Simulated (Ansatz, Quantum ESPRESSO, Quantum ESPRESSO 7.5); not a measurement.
**Ballistic transmission: Sn chain with one bond drawn out by 0.3 Å**

Aim: the zero-bias transmission with pwcond for this junction: Sn chain with one bond drawn out by 0.3 Å.

Main program and level: Quantum ESPRESSO 7.5; plane-wave DFT, PBE, GBRV ultrasoft pseudopotentials (cross-check by Ansatz 0.2.0 with PAW datasets).

## Step 1: Set-up

The cell holds 10 atoms: 10 Sn. Cell: a = 7.500 Å, b = 7.500 Å, c = 27.800 Å, α = 90.0°, β = 90.0°, γ = 90.0°. Regions: left lead, 5 atoms (5 Sn); right lead, 5 atoms (5 Sn). Vacuum lies along a and b. The structure is stacked along c, and the current runs across the ab planes.

## Step 2: Self-consistent run

One periodic cell holds a stretch of lead, the junction and more lead; the atoms stay as built.

Input file scf.in:

```
&control
  prefix = 'scf'
  outdir = './out'
  pseudo_dir = './pseudo'
  calculation = 'scf'
  tprnfor = .true.
/
&system
  ibrav = 0
  nat = 10
  ntyp = 1
  ecutwfc = 34
  ecutrho = 170
  occupations = 'smearing'
  smearing = 'mv'
  degauss = 0.01
/
&electrons
  conv_thr = 1e-07
  mixing_beta = 0.25
  electron_maxstep = 120
  mixing_mode = 'local-TF'
/
ATOMIC_SPECIES
  Sn  118.7100  sn_pbe_v1.4.uspp.F.UPF
CELL_PARAMETERS angstrom
  7.50000000000000 0.00000000000000 0.00000000000000
  0.00000000000000 7.50000000000000 0.00000000000000
  0.00000000000000 0.00000000000000 27.80000000000000
ATOMIC_POSITIONS crystal
  Sn  0.500000000000 0.500000000000 0.000000000000
  Sn  0.500000000000 0.500000000000 0.098920863309
  Sn  0.500000000000 0.500000000000 0.197841726619
  Sn  0.500000000000 0.500000000000 0.296762589928
  Sn  0.500000000000 0.500000000000 0.395683453237
  Sn  0.500000000000 0.500000000000 0.505395683453
  Sn  0.500000000000 0.500000000000 0.604316546763
  Sn  0.500000000000 0.500000000000 0.703237410072
  Sn  0.500000000000 0.500000000000 0.802158273381
  Sn  0.500000000000 0.500000000000 0.901079136691
K_POINTS automatic
  1 1 3 0 0 0
```

On the command line:

```sh
> OMP_NUM_THREADS=1 mpirun -n 4 pw.x -nk 1 -in scf.in > scf.out
```

Output:

```text
Program PWSCF v.7.5 starts
[citation notice left out]

     Parallel version (MPI & OpenMP), running on       4 processor cores
     Number of MPI processes:                 4
     Threads/MPI process:                     1

     MPI processes distributed on     1 nodes
[...]
Current dimensions of program PWSCF are:
     Max number of different atomic species (ntypx) = 10
     Max number of k-points (npk) =  40000
     Max angular momentum in pseudopotentials (lmaxx) =  4
     Message from routine setup:
     using ibrav=0 with symmetry is DISCOURAGED, use correct ibrav instead

     R & G space division:  proc/nbgrp/npool/nimage =       4
     Subspace diagonalization in iterative solution of the eigenvalue problem:
     a serial algorithm will be used

     Parallelization info
     --------------------
     sticks:   dense  smooth     PW     G-vecs:    dense   smooth      PW
     Min         677     544    138                98737    70660    9026
     Max         678     545    139                98758    70671    9037
     Sum        2709    2177    553               394975   282659   36123

     Using Slab Decomposition

     bravais-lattice index     =            0
     lattice parameter (alat)  =      14.1729  a.u.
     unit-cell volume          =   10552.7081 (a.u.)^3
     number of atoms/cell      =           10
     number of atomic types    =            1
     number of electrons       =       140.00
     number of Kohn-Sham states=           84
     kinetic-energy cutoff     =      34.0000  Ry
     charge density cutoff     =     170.0000  Ry
     scf convergence threshold =      1.0E-07
     mixing beta               =       0.2500
     number of iterations used =            8  local-TF  mixing
     Exchange-correlation=  SLA  PW   PBX  PBC
                           (   1   4   3   4   0   0   0)

     celldm(1)=  14.172946  celldm(2)=   0.000000  celldm(3)=   0.000000
     celldm(4)=   0.000000  celldm(5)=   0.000000  celldm(6)=   0.000000

     crystal axes: (cart. coord. in units of alat)
               a(1) = (   1.000000   0.000000   0.000000 )
               a(2) = (   0.000000   1.000000   0.000000 )
               a(3) = (   0.000000   0.000000   3.706667 )

     reciprocal axes: (cart. coord. in units 2 pi/alat)
               b(1) = (  1.000000  0.000000  0.000000 )
               b(2) = (  0.000000  1.000000  0.000000 )
               b(3) = (  0.000000  0.000000  0.269784 )

     PseudoPot. # 1 for Sn read from file:
     ./pseudo/sn_pbe_v1.4.uspp.F.UPF
     Pseudo is Ultrasoft + core correction, Zval = 14.0
     Generated by new atomic code, or converted to UPF format
     Using radial grid of  891 points,  6 beta functions with:
                l(1) =   0
                l(2) =   0
                l(3) =   1
                l(4) =   1
                l(5) =   2
                l(6) =   2
     Q(r) pseudized with  8 coefficients,  rinner =    1.350   1.350   1.350
                                                       1.350   1.350

     atomic species   valence    mass     pseudopotential
     Sn               14.00   118.71000     Sn( 1.00)

      8 Sym. Ops. (no inversion) found

   Cartesian axes

     site n.     atom                  positions (alat units)
         1        Sn     tau(   1) = (   0.5000000   0.5000000   0.0000000  )
         2        Sn     tau(   2) = (   0.5000000   0.5000000   0.3666667  )
         3        Sn     tau(   3) = (   0.5000000   0.5000000   0.7333333  )
         4        Sn     tau(   4) = (   0.5000000   0.5000000   1.1000000  )
         5        Sn     tau(   5) = (   0.5000000   0.5000000   1.4666667  )
         6        Sn     tau(   6) = (   0.5000000   0.5000000   1.8733333  )
         7        Sn     tau(   7) = (   0.5000000   0.5000000   2.2400000  )
         8        Sn     tau(   8) = (   0.5000000   0.5000000   2.6066667  )
         9        Sn     tau(   9) = (   0.5000000   0.5000000   2.9733333  )
        10        Sn     tau(  10) = (   0.5000000   0.5000000   3.3400000  )

     number of k points=     2  Marzari-Vanderbilt smearing, width (Ry)=  0.0100
                       cart. coord. in units 2pi/alat
        k(    1) = (   0.0000000   0.0000000   0.0000000), wk =   0.6666667
        k(    2) = (   0.0000000   0.0000000   0.0899281), wk =   1.3333333

     Dense  grid:   394975 G-vectors     FFT dimensions: (  60,  60, 225)

     Smooth grid:   282659 G-vectors     FFT dimensions: (  54,  54, 200)

     Estimated max dynamical RAM per process >     437.42 MB

     Estimated total dynamical RAM >       1.71 GB

     Initial potential from superposition of free atoms

     starting charge     129.9995, renormalised to     140.0000

     negative rho (up, down):  1.452E-04 0.000E+00
     Starting wfcs are   90 randomized atomic wfcs

     total cpu time spent up to now is        3.2 secs

     per-process dynamical memory:   118.0 Mb

     Self-consistent Calculation

     iteration #  1     ecut=    34.00 Ry     beta= 0.25
     Davidson diagonalization with overlap
     ethr =  1.00E-02,  avg # of iterations =  3.0

     negative rho (up, down):  1.341E-01 0.000E+00

     total cpu time spent up to now is       13.5 secs

     total energy              =   -1595.33820689 Ry
     estimated scf accuracy    <      10.79456266 Ry

     iteration #  2     ecut=    34.00 Ry     beta= 0.25
[...]
negative rho (up, down):  2.528E+00 0.000E+00

[...]
total energy              =   -1588.25147895 Ry
     estimated scf accuracy    <       9.39747668 Ry

     iteration #  3     ecut=    34.00 Ry     beta= 0.25
[...]
negative rho (up, down):  1.543E+00 0.000E+00

[...]
total energy              =   -1591.38741590 Ry
     estimated scf accuracy    <      20.52264776 Ry

     iteration #  4     ecut=    34.00 Ry     beta= 0.25
[...]
negative rho (up, down):  9.449E-01 0.000E+00

[...]
total energy              =   -1590.83085312 Ry
     estimated scf accuracy    <       3.66803679 Ry

     iteration #  5     ecut=    34.00 Ry     beta= 0.25
[...]
negative rho (up, down):  3.988E-01 0.000E+00

[...]
total energy              =   -1591.38010608 Ry
     estimated scf accuracy    <       0.25923272 Ry

     iteration #  6     ecut=    34.00 Ry     beta= 0.25
[...]
negative rho (up, down):  3.855E-01 0.000E+00

[...]
total energy              =   -1591.91262683 Ry
     estimated scf accuracy    <       1.34125170 Ry

     iteration #  7     ecut=    34.00 Ry     beta= 0.25
[...]
negative rho (up, down):  2.800E-01 0.000E+00

[...]
total energy              =   -1591.56595293 Ry
     estimated scf accuracy    <       1.25328766 Ry

     iteration #  8     ecut=    34.00 Ry     beta= 0.25
[...]
negative rho (up, down):  1.102E-01 0.000E+00

[...]
total energy              =   -1591.26967993 Ry
     estimated scf accuracy    <       0.61721024 Ry

     iteration #  9     ecut=    34.00 Ry     beta= 0.25
[...]
negative rho (up, down):  3.898E-02 0.000E+00

[...]
total energy              =   -1591.30536150 Ry
     estimated scf accuracy    <       0.07982264 Ry

     iteration # 10     ecut=    34.00 Ry     beta= 0.25
[...]
negative rho (up, down):  7.337E-03 0.000E+00

[...]
total energy              =   -1591.32917889 Ry
     estimated scf accuracy    <       0.00508847 Ry

     iteration # 11     ecut=    34.00 Ry     beta= 0.25
[...]
negative rho (up, down):  6.523E-03 0.000E+00

[...]
total energy              =   -1591.33249670 Ry
     estimated scf accuracy    <       0.00240248 Ry

     iteration # 12     ecut=    34.00 Ry     beta= 0.25
[...]
negative rho (up, down):  4.735E-04 0.000E+00

[...]
total energy              =   -1591.32749421 Ry
     estimated scf accuracy    <       0.01095761 Ry

     iteration # 13     ecut=    34.00 Ry     beta= 0.25
[...]
negative rho (up, down):  6.408E-05 0.000E+00

[...]
total energy              =   -1591.32986926 Ry
     estimated scf accuracy    <       0.00006848 Ry

     iteration # 14     ecut=    34.00 Ry     beta= 0.25
[...]
negative rho (up, down):  1.465E-05 0.000E+00

[...]
total energy              =   -1591.32989933 Ry
     estimated scf accuracy    <       0.00003163 Ry

     iteration # 15     ecut=    34.00 Ry     beta= 0.25
[...]
negative rho (up, down):  2.754E-06 0.000E+00

[...]
total energy              =   -1591.32988938 Ry
     estimated scf accuracy    <       0.00001617 Ry

     iteration # 16     ecut=    34.00 Ry     beta= 0.25
[...]
negative rho (up, down):  5.202E-06 0.000E+00

[...]
End of self-consistent calculation

          k = 0.0000 0.0000 0.0000 ( 35305 PWs)   bands (ev):

   -23.4923 -23.4285 -23.3865 -23.2348 -23.2186 -23.1796 -23.1796 -23.1570
   -23.1570 -23.1545 -23.1545 -23.1258 -23.1249 -23.1197 -23.1196 -23.0995
   -23.0995 -23.0971 -23.0971 -23.0691 -23.0691 -23.0685 -23.0684 -23.0415
   -23.0404 -23.0388 -23.0250 -23.0246 -23.0235 -23.0235 -22.9967 -22.9963
   -22.9954 -22.9954 -22.9529 -22.9529 -22.9423 -22.9422 -22.9419 -22.9418
   -22.9340 -22.9084 -22.9084 -22.8810 -22.8810 -22.8699 -22.8699 -22.8005
   -22.7480 -22.6972 -10.0542  -9.8885  -9.7792  -9.2863  -9.1766  -8.3028
    -8.1072  -6.8277  -6.6229  -5.1180  -4.3235  -2.5363  -2.5363  -2.3440
    -2.3420  -2.3420  -2.2724  -2.2724  -2.1700  -1.6994  -1.6994  -1.6393
    -1.6393  -0.7309  -0.7309  -0.5935  -0.5935   0.4735   0.5008   0.5008
     0.6435   0.6435   0.6643   1.3697

          k = 0.0000 0.0000 0.0899 ( 35354 PWs)   bands (ev):

   -23.4892 -23.4440 -23.3566 -23.2897 -23.1775 -23.1775 -23.1691 -23.1691
   -23.1628 -23.1392 -23.1392 -23.1258 -23.1250 -23.1196 -23.1196 -23.1188
   -23.1188 -23.0831 -23.0831 -23.0692 -23.0691 -23.0690 -23.0686 -23.0685
   -23.0413 -23.0404 -23.0266 -23.0266 -23.0250 -23.0247 -22.9967 -22.9964
   -22.9956 -22.9955 -22.9506 -22.9506 -22.9424 -22.9422 -22.9420 -22.9419
   -22.9111 -22.9111 -22.9098 -22.8780 -22.8780 -22.8720 -22.8720 -22.8209
   -22.7338 -22.7019 -10.0428  -9.9396  -9.6853  -9.4633  -8.9533  -8.5878
    -7.7731  -7.2553  -6.1474  -5.5148  -3.8701  -3.0945  -2.5177  -2.5177
    -2.4246  -2.4246  -2.1412  -2.1412  -1.9212  -1.9212  -1.3777  -1.3777
    -1.3646  -1.0305  -1.0305  -0.4096  -0.2684  -0.2684   0.1617   0.1617
     0.9475   0.9476   1.2672   1.2672

     the Fermi energy is    -1.7329 ev

!    total energy              =   -1591.32989266 Ry
     estimated scf accuracy    <       0.00000008 Ry
     smearing contrib. (-TS)   =       0.00159045 Ry
     internal energy E=F+TS    =   -1591.33148311 Ry

     The total energy is F=E-TS. E is the sum of the following terms:
     one-electron contribution =   -1757.52680108 Ry
     hartree contribution      =     917.37043503 Ry
     xc contribution           =    -428.60671755 Ry
     ewald contribution        =    -322.56839951 Ry

     convergence has been achieved in  16 iterations

     negative rho (up, down):  5.202E-06 0.000E+00

     Forces acting on atoms (cartesian axes, Ry/au):

     atom    1 type  1   force =     0.00000000    0.00000000    0.00373017
     atom    2 type  1   force =     0.00000000    0.00000000   -0.00185260
     atom    3 type  1   force =     0.00000000    0.00000000    0.00211904
     atom    4 type  1   force =     0.00000000    0.00000000    0.00402260
     atom    5 type  1   force =     0.00000000    0.00000000    0.02025283
     atom    6 type  1   force =     0.00000000    0.00000000   -0.02025568
     atom    7 type  1   force =     0.00000000    0.00000000   -0.00403943
     atom    8 type  1   force =     0.00000000    0.00000000   -0.00212138
     atom    9 type  1   force =     0.00000000    0.00000000    0.00185581
     atom   10 type  1   force =     0.00000000    0.00000000   -0.00371136

     Total force =     0.029942     Total SCF correction =     0.001158

[...]
=------------------------------------------------------------------------------=
   JOB DONE.
=------------------------------------------------------------------------------=
```

Elapsed: 2.6 min, on 4 MPI ranks of Arm Neoverse N1, shared host; peak memory 1.8 GiB; 10 min of CPU time.

Read from the output:

| Item | Value |
| --- | --- |
| free energy | -21651.1462 eV |
| Fermi energy | -1.733 eV |

The program's own clock; routines nest. Time by routine:

```csv
routine,wall time (s),calls
PWSCF,156.9,1
electrons,151.9,1
c_bands,105,16
cegterg,103.1,32
h_psi,68.31,123
fftw,58.59,18348
vloc_psi,53.09,123
sum_band,21.73,16
mix_rho,14.01,16
calbec,10.6,163
newd,9.64,17
ffts,8.72,1878
h_psi:calbec,7.45,123
s_psi,7.4,123
```

The run needed 16 iterations to bring the estimated error under 1e-07 Ry; the largest force on any atom, held or free, is 0.52 eV/Å.

(Part 1 of 4 ends here.)

[Logs are printed without paths, hosts, clocks, repeated set-up lines and the standing remarks that a program may print on its own settings, such as how far it seeks lower states.]

[Hosts, paths, dates, database ids (printed as entryN), source tags and the programs' standing remarks are cut or masked in the printed files.]

[Maps of the electrostatic potential energy from Ansatz leave out the sawtooth potential of an applied field or a dipole correction, so their vacuum need not be flat; planar profiles and work functions include it.]
